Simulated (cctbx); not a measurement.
## Accept or mend?

Cell a = 5.7610 Å, b = 5.7610 Å, c = 10.2750 Å, α = 90.00°, β = 90.00°, γ = 90.00°; space group I4_1/a (no. 88, origin choice 1).

The data are simulated with cctbx, not measured: synchrotron X-rays, λ = 0.6889 Å, to d = 0.75 Å, 50 % of the full sphere, strongest reflection 20000 counts, noise from counting, a 2 % proportional error and a noise floor of 8 counts (s.d.); no absorption, and some extinction, which the refinements don't model.

An anisotropic refinement with weights 1/σ² prints:

```text
Rint 0.019, 210 unique reflections to 0.76 A
cycle     R1     wR2    GooF  max shift (A)
   1  0.0687  0.1646   8.471   0.00000
   2  0.0618  0.1527   7.857   0.00000
final R1 0.0618 wR2 0.1527 GooF 7.857  parameters 8  data/parameter 26.2
atom        x        y        z      Ueq    occ   su(xyz)  su(Uiso or U11)
Ir1    0.00000  0.25000  0.12500   0.0044  1.000  0.00000  0.0008
La1    0.50000  0.50000  0.00000   0.0026  1.000  0.00000  0.0009
difference map: max 16.46 min -3.68 rms 1.60
Q1    0.1428  0.2062  0.2992   16   17.28  1.96 A from Ir1
Q2    0.0205  0.2114  0.0960   16    3.74  0.39 A from Ir1
Q3    0.1391  0.1897  0.2035   16    2.47  1.19 A from Ir1
Q4    0.1285  0.2067  0.6956   16    2.32  1.93 A from La1
Q5    0.0828  0.3659  0.8669   16    1.87  1.51 A from La1
Q6    0.0844  0.3440  0.3587   16    1.79  1.32 A from Ir1
```

Q: Accept it or mend it, and why?

Mend it. The fault: an atom left out, O at (0.1390, 0.2063, 0.3001). Against the right model at the same level, R1 goes from 0.0092 to 0.0618 and GooF from 0.99 to 7.86 and the top difference peak, 17.3 e/Å³, lies 1.96 Å from Ir1. Q1 is the missing atom. With scattering power missing, scale and phases suffer, so peaks may also grow on the heavy atoms.

The compound is LaIr2O4. The right model at the same level gives:

```text
Rint 0.019, 210 unique reflections to 0.76 A
cycle     R1     wR2    GooF  max shift (A)
   1  0.0273  0.0673   3.542   0.00731
   2  0.0092  0.0188   0.989   0.00002
final R1 0.0092 wR2 0.0188 GooF 0.989  parameters 17  data/parameter 12.4
atom        x        y        z      Ueq    occ   su(xyz)  su(Uiso or U11)
Ir1    0.00000  0.25000  0.12500   0.0055  1.000  0.00000  0.0001
La1    0.50000  0.50000  0.00000   0.0042  1.000  0.00000  0.0001
O1     0.13990  0.20657  0.30026   0.0141  1.000  0.00053  0.0013
difference map: max 0.84 min -1.40 rms 0.32
Q1    0.1740  0.2501  0.6119   16    0.89  0.92 A from O1
Q2    0.0644  0.2163  0.2319   16    0.83  0.83 A from O1
Q3    0.0588  0.3371  0.7795   16    0.78  1.04 A from La1
Q4    0.0886  0.2563  0.7061   16    0.75  1.56 A from La1
Q5    0.0379  0.3476  0.6003   16    0.73  1.10 A from O1
Q6    0.0858  0.1444  0.3219   16    0.71  0.52 A from O1
```

This is a model crystal, built by substitution and not relaxed, with assumed displacement parameters.

[Middle refinement cycles are left out of these outputs.]

[Logs are printed without paths, hosts, clocks, repeated set-up lines and the standing remarks that a program may print on its own settings, such as how far it seeks lower states.]
